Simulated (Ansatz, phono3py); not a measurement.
# KCl (Sylvite, Fm-3m): lattice thermal conductivity, part 2 of 3

How well does the lattice of KCl (Sylvite) conduct heat?

Experimental results on record:
- thermal conductivity 7.1 W/m/K near room temperature (given in “Combining the AFLOW GIBBS and Elastic Libraries to efficiently and robustly screen thermo-mechanical properties of solids”, 2017, arXiv:1611.05714)
- thermal conductivity 7.1 W/m/K near room temperature (given in “Predicting the lattice thermal conductivity of solids by solving the Boltzmann transport equation: AFLOW - AAPL an automated, accurate and efficient framework”, 2017, arXiv:1611.05481)

Ansatz 0.2.0; DFT LDA, scalar-relativistic, plane waves, PAW; PAW set soft_1.

So far. Step 2 (Probe on a coarse mesh): The start is under -2.0 GPa at this level and looks like an insulator or semiconductor on this mesh. Step 5 (Relaxing to small residual forces and stress): The residual pressure is -0.0096 GPa, small enough for phonons. The relaxed cell has a = 6.077 Å (conventional setting).

### Step 7. Third-order constants on small settings, k-mesh 6×6×6, q-mesh of the transport sums 11×11×11

A small supercell and a short cutoff cost little, and show how far such settings carry.

input.yaml reads:

```yaml
crystal:
  lattice:
    - [0.0, 3.0386370889, 3.0386370889]
    - [3.0386370889, 0.0, 3.0386370889]
    - [3.0386370889, 3.0386370889, 0.0]
  atoms:
    - { symbol: K, position: [0.0, 0.0, 0.0] }
    - { symbol: Cl, position: [0.5, 0.5, 0.5] }
kpoints:
  mp_grid: { grid: [6, 6, 6] }
hamiltonian:
  xc: lda
  pseudopotentials: { kind: paw, azcp: { folder: soft_1 }, xc_functional: pbe }
scf:
  occupations: { method: fixed }
  lower_state_search: "off"
output:
  eigenvalues: true
phonons:
  method: fd
  dielectric: true
  supercell: [2, 2, 2]
  temperatures: { t_max: 1000, t_step: 50 }
  qpath:
    path:
      - [[0.0, 0.0, 0.0], [0.5, 0.0, 0.5], [0.625, 0.25, 0.625]]
      - [[0.375, 0.375, 0.75], [0.0, 0.0, 0.0], [0.5, 0.5, 0.5], [0.5, 0.25, 0.75], [0.5, 0.0, 0.5]]
    npoints: 10
  third_order: { supercell: [2, 2, 2], pair_cutoff: 3.189 }
  lattice_thermal_conductivity:
    qmesh: [11, 11, 11]
    temperatures: [100.0, 150.0, 200.0, 300.0, 400.0, 500.0, 600.0, 800.0]
    isotope_mass_variance:
      - { species: Cl, variance: 0.0005827 }
      - { species: K, variance: 0.000164 }
```

Started as:

```console
$ ansatz run input.yaml --threads 8 --pin off --max-ram 19456MiB --backend cpu --events-out ev --progress --plain --runs-dir out
```

Numbers of over 12 decimals in the logs are rounded to 6 here.

What it wrote:

```text
Warning: phonons.dielectric: true without phonons.rigid_motions: the static dielectric tensor ε⁰ will be withheld (ε∞, Z* and the rows of modes are given); for a crystal or a slab, whose only rigid motions are the translations, set phonons.rigid_motions: translations
[...]
Crystal: 16 atoms, lattice volume = 448.907 Å³
Basis set: ecut = 420 eV, 8801 PW (Γ)
Bands: 80, of which v1, the nominal top of the filled ones, is band 64 counted from 1 (63 counted from 0)
Symmetry: 384 space group operations
k-points: 4 of 27
[...]
SCF iter   1: F=—  HF=-20354.345528 eV  |F-HF|=—  |Δ(HF+E_count)|=         —  Δρ=1.01e-7  dr2=4.30e-11  ethr=1.00e-12  ⟨swp⟩=3.0  Hψ=796  notcnv=0
[...]
SCF iter   2: F=-20354.345528 eV  HF=-20354.345528 eV  |F-HF|=3.64e-12  |Δ(HF+E_count)|=  1.46e-11  Δρ=4.33e-8  dr2=8.50e-12  ethr=1.00e-12  ⟨swp⟩=3.0  Hψ=840  notcnv=0
SCF 1 converged in 2 iterations: F = -20354.345528 eV  dr2 = 8.50e-12
[...]
Crystal: 2 atoms, lattice volume = 56.113 Å³
Basis set: ecut = 420 eV, 1067 PW (Γ), exchange–correlation on 60×60×60 points (8 copies of the dense FFT grid, shifted against one another)
Bands: 12, of which v1, the nominal top of the filled ones, is band 8 counted from 1 (7 counted from 0)
Symmetry: 48 space group operations
k-points: 30 of 216 (irreducible under 8 space group operations, time reversal used)
[...]
SCF iter   3: F=-2544.293192 eV  HF=-2544.293192 eV  |F-HF|=2.91e-11  |Δ(HF+E_count)|=  5.32e-11  Δρ=2.64e-7  dr2=3.86e-11  ethr=1.00e-12  ⟨swp⟩=4.9  Hψ=1937  notcnv=0
SCF 2 converged in 3 iterations: F = -2544.293192 eV  dr2 = 3.86e-11
[...]
NSCF: frozen V_eff on 2 k-points
DFPT response loops at Γ: preconditioner auto → none (the input reference at scf.mixing.eps_inf says where Resta's filter doesn't serve); β = 0.50; Broyden in place of MSR1
Symmetry: 8 space group operations
k-points: 6 of 27 (time reversal used)
[...]
SCF iter   7: F=-20354.345521 eV  HF=-20354.345521 eV  |F-HF|=7.28e-12  |Δ(HF+E_count)|=  3.64e-12  Δρ=2.75e-8  dr2=4.81e-12  ethr=1.00e-12  ⟨swp⟩=6.0  Hψ=2127  notcnv=0
SCF 3 converged in 7 iterations: F = -20354.345521 eV  dr2 = 4.81e-12
[...]
SCF iter   7: F=-20354.345521 eV  HF=-20354.345521 eV  |F-HF|=0.00e0  |Δ(HF+E_count)|=  3.64e-12  Δρ=1.14e-8  dr2=8.14e-13  ethr=1.00e-12  ⟨swp⟩=6.0  Hψ=1872  notcnv=0
SCF 4 converged in 7 iterations: F = -20354.345521 eV  dr2 = 8.14e-13
[...]
Symmetry: 96 space group operations
k-points: 6 of 27
[...]
SCF iter   3: F=-20354.345528 eV  HF=-20354.345528 eV  |F-HF|=3.64e-11  |Δ(HF+E_count)|=  3.64e-11  Δρ=7.99e-8  dr2=3.96e-11  ethr=1.00e-12  ⟨swp⟩=2.0  Hψ=1087  notcnv=0
SCF 5 converged in 3 iterations: F = -20354.345528 eV  dr2 = 3.96e-11
Symmetry: 6 space group operations
[...]
SCF iter   8: F=-20354.344431 eV  HF=-20354.344431 eV  |F-HF|=3.64e-11  |Δ(HF+E_count)|=  1.02e-10  Δρ=1.09e-7  dr2=7.90e-11  ethr=1.00e-12  ⟨swp⟩=4.0  Hψ=1416  notcnv=0
SCF 6 converged in 8 iterations: F = -20354.344431 eV  dr2 = 7.90e-11
Symmetry: 2 space group operations
k-points: 10 of 27 (time reversal used)
[...]
SCF iter   7: F=-20354.342061 eV  HF=-20354.342061 eV  |F-HF|=8.73e-11  |Δ(HF+E_count)|=   1.19e-9  Δρ=2.34e-7  dr2=2.68e-10  ethr=1.00e-12  ⟨swp⟩=5.0  Hψ=2916  notcnv=0
SCF 7 converged in 7 iterations: F = -20354.342061 eV  dr2 = 2.68e-10
[...]
SCF iter   7: F=-20354.344601 eV  HF=-20354.344601 eV  |F-HF|=3.27e-10  |Δ(HF+E_count)|=   1.24e-9  Δρ=3.94e-7  dr2=8.47e-10  ethr=1.00e-12  ⟨swp⟩=3.9  Hψ=3267  notcnv=0
SCF 8 converged in 7 iterations: F = -20354.344601 eV  dr2 = 8.47e-10
Symmetry: 1 space group operations
k-points: 14 of 27 (time reversal used)
[...]
SCF iter   7: F=-20354.343438 eV  HF=-20354.343438 eV  |F-HF|=7.28e-12  |Δ(HF+E_count)|=   3.11e-9  Δρ=3.96e-7  dr2=7.47e-10  ethr=1.00e-12  ⟨swp⟩=4.0  Hψ=4761  notcnv=0
SCF 9 converged in 7 iterations: F = -20354.343438 eV  dr2 = 7.47e-10
[...]
SCF iter   5: F=—  HF=-20354.343798 eV  |F-HF|=—  |Δ(HF+E_count)|=   4.74e-4  Δρ=6.99e-6  dr2=2.80e-7  ethr=2.81e-9  ⟨swp⟩=2.0  Hψ=986  notcnv=0  defer=90
[...]
SCF 18 converged in 7 iterations: F = -20354.342285 eV  dr2 = 8.49e-10
[...]
SCF iter   6: F=-20354.344661 eV  HF=-20354.344661 eV  |F-HF|=3.64e-11  |Δ(HF+E_count)|=   3.29e-9  Δρ=2.51e-7  dr2=3.23e-10  ethr=1.00e-12  ⟨swp⟩=5.0  Hψ=2895  notcnv=0
SCF 19 converged in 6 iterations: F = -20354.344661 eV  dr2 = 3.23e-10
[...]
SCF iter   8: F=-20354.343438 eV  HF=-20354.343438 eV  |F-HF|=7.28e-12  |Δ(HF+E_count)|=  5.20e-10  Δρ=8.63e-8  dr2=4.27e-11  ethr=1.00e-12  ⟨swp⟩=5.0  Hψ=3676  notcnv=0
SCF 20 converged in 8 iterations: F = -20354.343438 eV  dr2 = 4.27e-11
[...]
SCF iter   8: F=-20354.343834 eV  HF=-20354.343834 eV  |F-HF|=7.28e-12  |Δ(HF+E_count)|=  1.96e-10  Δρ=5.50e-8  dr2=1.64e-11  ethr=1.00e-12  ⟨swp⟩=4.1  Hψ=2281  notcnv=0
SCF 21 converged in 8 iterations: F = -20354.343834 eV  dr2 = 1.64e-11
[...]
SCF iter   8: F=-20354.343047 eV  HF=-20354.343047 eV  |F-HF|=7.28e-12  |Δ(HF+E_count)|=  5.71e-10  Δρ=8.35e-8  dr2=3.83e-11  ethr=1.00e-12  ⟨swp⟩=5.0  Hψ=2868  notcnv=0
SCF 22 converged in 8 iterations: F = -20354.343047 eV  dr2 = 3.83e-11
[...]
SCF iter   8: F=-20354.343365 eV  HF=-20354.343365 eV  |F-HF|=3.64e-12  |Δ(HF+E_count)|=  8.73e-10  Δρ=8.14e-8  dr2=3.48e-11  ethr=1.00e-12  ⟨swp⟩=5.0  Hψ=4049  notcnv=0
SCF 23 converged in 8 iterations: F = -20354.343365 eV  dr2 = 3.48e-11
[...]
SCF iter   7: F=-20354.343797 eV  HF=-20354.343797 eV  |F-HF|=2.47e-10  |Δ(HF+E_count)|=  9.06e-10  Δρ=2.62e-7  dr2=4.69e-10  ethr=1.00e-12  ⟨swp⟩=5.0  Hψ=2920  notcnv=0
SCF 24 converged in 7 iterations: F = -20354.343797 eV  dr2 = 4.69e-10
[...]
SCF iter   8: F=-20354.343439 eV  HF=-20354.343439 eV  |F-HF|=1.09e-11  |Δ(HF+E_count)|=  5.02e-10  Δρ=8.45e-8  dr2=4.06e-11  ethr=1.00e-12  ⟨swp⟩=5.0  Hψ=3642  notcnv=0
SCF 25 converged in 8 iterations: F = -20354.343439 eV  dr2 = 4.06e-11
[...]
SCF iter   8: F=-20354.343373 eV  HF=-20354.343373 eV  |F-HF|=1.09e-11  |Δ(HF+E_count)|=  9.75e-10  Δρ=8.72e-8  dr2=4.11e-11  ethr=1.00e-12  ⟨swp⟩=2.9  Hψ=4191  notcnv=0
SCF 26 converged in 8 iterations: F = -20354.343373 eV  dr2 = 4.11e-11
[...]
SCF iter   8: F=-20354.342933 eV  HF=-20354.342933 eV  |F-HF|=1.46e-11  |Δ(HF+E_count)|=  5.24e-10  Δρ=8.71e-8  dr2=4.44e-11  ethr=1.00e-12  ⟨swp⟩=5.0  Hψ=2859  notcnv=0
SCF 27 converged in 8 iterations: F = -20354.342933 eV  dr2 = 4.44e-11
SCF converged after 2 iterations
Free energy (F): -20354.345528 eV
[...]
Internal energy: -20354.345528 eV  (E = F + TS)
E sigma→0 (E₀):  -20354.345528 eV
Fermi energy:    1.330845 eV
[...]
--- Band table (eV) ---
  k-point 0: bands = [... 60 lower, 1.0773, 1.3308, 1.3308, 1.3308, 6.4426, 7.3745, 7.3745, 7.3745, ... 12 higher]
  k-point 1: bands = [... 60 lower, 1.0293, 1.0293, 1.2118, 1.2118, 7.1608, 7.8853, 7.8853, 7.8853, ... 12 higher]
  k-point 2: bands = [... 60 lower, 1.1213, 1.1213, 1.2461, 1.2461, 7.2959, 7.7353, 8.2277, 8.2277, ... 12 higher]
  k-point 3: bands = [... 60 lower, 1.0362, 1.1017, 1.1017, 1.1359, 8.0105, 8.2753, 8.2753, 8.5181, ... 12 higher]
--- Phonons: 2 displaced members + reference (amplitude 0.0025 Å, Σ member SCF iterations 14) ---
  symmetry images taken by strict's conditions (phonons.symmetry_images: auto; settled by no image being taken that strict refuses); asymmetry of the core-correction force 6.0e-15 eV/Å at the most on a site, 6.5e-14 eV/Å summed over every site of the supercell
  ASR residual: 3.011e-4 → 0.000e0 eV/Å²; symmetrization residual: 1.309e-4 eV/Å²
  largest component of a force at the reference: 1.2e-28 eV/Å
  ASR residual per site (eV/Å²): 3.01e-4 4.24e-5
  Γ frequencies (cm⁻¹): 0.00 0.00 0.00 161.22 161.22 161.22
  Unit cell's response to a homogeneous field, on a k mesh of 6×6×6: 1 representative field direction (Σ response iterations 7)
  ε∞ (high-frequency dielectric tensor):
        2.507462    -0.000000    -0.000000
        0.000000     2.507462    -0.000000
       -0.000000     0.000000     2.507462
  ε⁰ (static dielectric tensor): not given — the deck does not say what the cell's rigid motions are, and on a molecule in a box or a wire the rigid rotations would enter the sum over the modes at Γ. For a crystal or a slab, whose only rigid motions are the translations, set phonons.rigid_motions: translations.
  Born effective charges Z* (e; rows j = field, columns β = displacement):
    site 0:
         1.10909   -0.00000    0.00000
         0.00000    1.10909    0.00000
         0.00000   -0.00000    1.10909
    site 1:
        -1.10909    0.00000    0.00000
         0.00000   -1.10909   -0.00000
         0.00000    0.00000   -1.10909
  Z* charge neutrality: 3.705e-6 e pre-enforcement
  k-mesh period / interband length: 25.8 Å / 1.23 Å = 20.89 at k = (0.0000, 0.0000, 0.0000), direct gap 5.112 eV — 14 or more, which is no proof of convergence
  optical modes at Γ without the LO–TO term, one row a degenerate level:
      ω (cm⁻¹)  modes    IR ((D/Å)²/amu)
        161.22      3             4.5791
  optical modes at Γ + LO–TO along q̂ = [1.0000, 0.0000, 0.0000]:
      ω (cm⁻¹)  modes    IR ((D/Å)²/amu)
        161.22      2             3.0527
        221.65      1             1.5264
  optical modes at Γ + LO–TO along q̂ = [0.0000, 1.0000, 0.0000]:
      ω (cm⁻¹)  modes    IR ((D/Å)²/amu)
        161.22      2             3.0527
        221.65      1             1.5264
  optical modes at Γ + LO–TO along q̂ = [0.0000, 0.0000, 1.0000]:
      ω (cm⁻¹)  modes    IR ((D/Å)²/amu)
        161.22      2             3.0527
        221.65      1             1.5264
  density of states and harmonic sums: on the 18×18×18 q-mesh, interpolated from the force constants of a 2×2×2 supercell (with the dipole–dipole term)
  largest difference from the sums on the solved wave vectors: F 7.67e-2 eV, S 1.09e-4 and C_V 3.22e-5 eV/K
  zero-point energy: 0.047167 eV/cell   skipped modes (ω ≤ 0): 3   left out of the sums: 8.57e-5 of the cell's modes: C_V's classical limit lies that fraction below 3 k_B per atom; for a crystal, a wire or a layer, F and S can be off by more, and a phonons.interpolated_qmesh denser along its periods is the remedy for the sampling
--- Third-order force constants: 22 member SCFs in a 2×2×2 supercell (pair cutoff 3.189 Å, amplitude 0.03 Å, SCF threshold 1.00e-9 eV, Σ member SCF iterations 166) ---
[...]
38 force-constant blocks with the first atom in the home cell, fitted with 6 parameters over 4 symmetry orbits; no atom triplet left out
  sum-rule residual: 1.399e-1 → 8.882e-16 eV/Å³; symmetrization residual: 4.401e-3 eV/Å³; largest sum-rule correction relative to its orbit: 2.824e-2, on the orbit of the block of home site 0 with site 1 of cell (-1, -1, 0) and site 0 of cell (0, 0, 0), whose norm before the correction was 4.891e0 eV/Å³
--- Lattice thermal conductivity: 11×11×11 mesh (56 irreducible points), tetrahedron method ---
  three-phonon and isotope scattering only; four-phonon, boundary and, in a metal, phonon-electron scattering are left out
  each conductivity is what the modes' populations carry and what the coherences between them add
  conductivity (a third of the tensor's trace), W/(m K), in the relaxation-time approximation and from the full solution:
       T (K)   relaxation time   full solution  iterations             ending  least Ritz value
      100.00           30.6486         35.9527           9          converged          5.185e-1
      150.00           20.8827         25.1772           9          converged          4.999e-1
      200.00           15.9316         19.4771           9          converged          4.897e-1
      300.00           10.8569         13.4554           9          converged          4.786e-1
      400.00            8.2603         10.3030           9          converged          4.727e-1
      500.00            6.6819          8.3627           9          converged          4.691e-1
      600.00            5.6210          7.0482           9          converged          4.665e-1
      800.00            4.2854          5.3812          10          converged          4.633e-1
```

Run time: 97 s. Hardware: 8 threads of Arm Neoverse V1, shared host; peak memory 1.6 GiB.

This step gave:

```
Γ frequencies                              : 0, 0, 0, 161.2, 161.2, 161.2 cm⁻¹ (negative: imaginary)
lowest frequency on the path               : 0 cm⁻¹
zero-point energy                          : 0.04717 eV/cell
point group                                : m-3m
highest frequency                          : 221.7 cm⁻¹
Debye temperature from the second moment   : 247 K
κ at 300 K (relaxation time)               : 10.86 W/m/K
κ at 300 K (full solution)                 : 13.46 W/m/K
dipole term                                : run
mean free path at half of κ                : 18 nm
share of κ above the three lowest branches : 0.13
third-order blocks                         : 38
periodic aliases dropped                   : 0
largest relative sum-rule correction       : 0.02824
displaced cells, third order               : 22
```

W/m/K. Kappa, by row:

```
T (K)  RTA xx  RTA yy  RTA zz  full xx  full yy  full zz  coherence part xx  coherence part yy  coherence part zz     ending  iterations  least Ritz value
  100   30.65   30.65   30.65    35.95    35.95    35.95            0.02656            0.02656            0.02656  converged           9             0.519
  150   20.88   20.88   20.88    25.18    25.18    25.18             0.0431             0.0431             0.0431  converged           9               0.5
  200   15.93   15.93   15.93    19.48    19.48    19.48            0.05661            0.05661            0.05661  converged           9              0.49
  300   10.86   10.86   10.86    13.46    13.46    13.46            0.07816            0.07816            0.07816  converged           9             0.479
  400    8.26    8.26    8.26     10.3     10.3     10.3            0.09502            0.09502            0.09502  converged           9             0.473
  500   6.682   6.682   6.682    8.363    8.363    8.363             0.1087             0.1087             0.1087  converged           9             0.469
  600   5.621   5.621   5.621    7.048    7.048    7.048             0.1199             0.1199             0.1199  converged           9             0.467
  800   4.285   4.285   4.285    5.381    5.381    5.381             0.1371             0.1371             0.1371  converged          10             0.463
```

This rung gives 10.9 W/(m K) at 300 K by relaxation time, but with 16 atoms, 1 neighbour distance inside the cutoff and a 11×11×11 mesh it is a test, not the conductivity of the crystal.

[end of part 2 of 3]

[Logs are printed without paths, hosts, clocks, repeated set-up lines and the standing remarks that a program may print on its own settings, such as how far it seeks lower states.]

[Hosts, paths, dates, database ids (printed as entryN), source tags and the programs' standing remarks are cut or masked in the printed files.]

[A step with changed settings may run another functional than the one named; its input shows which.]
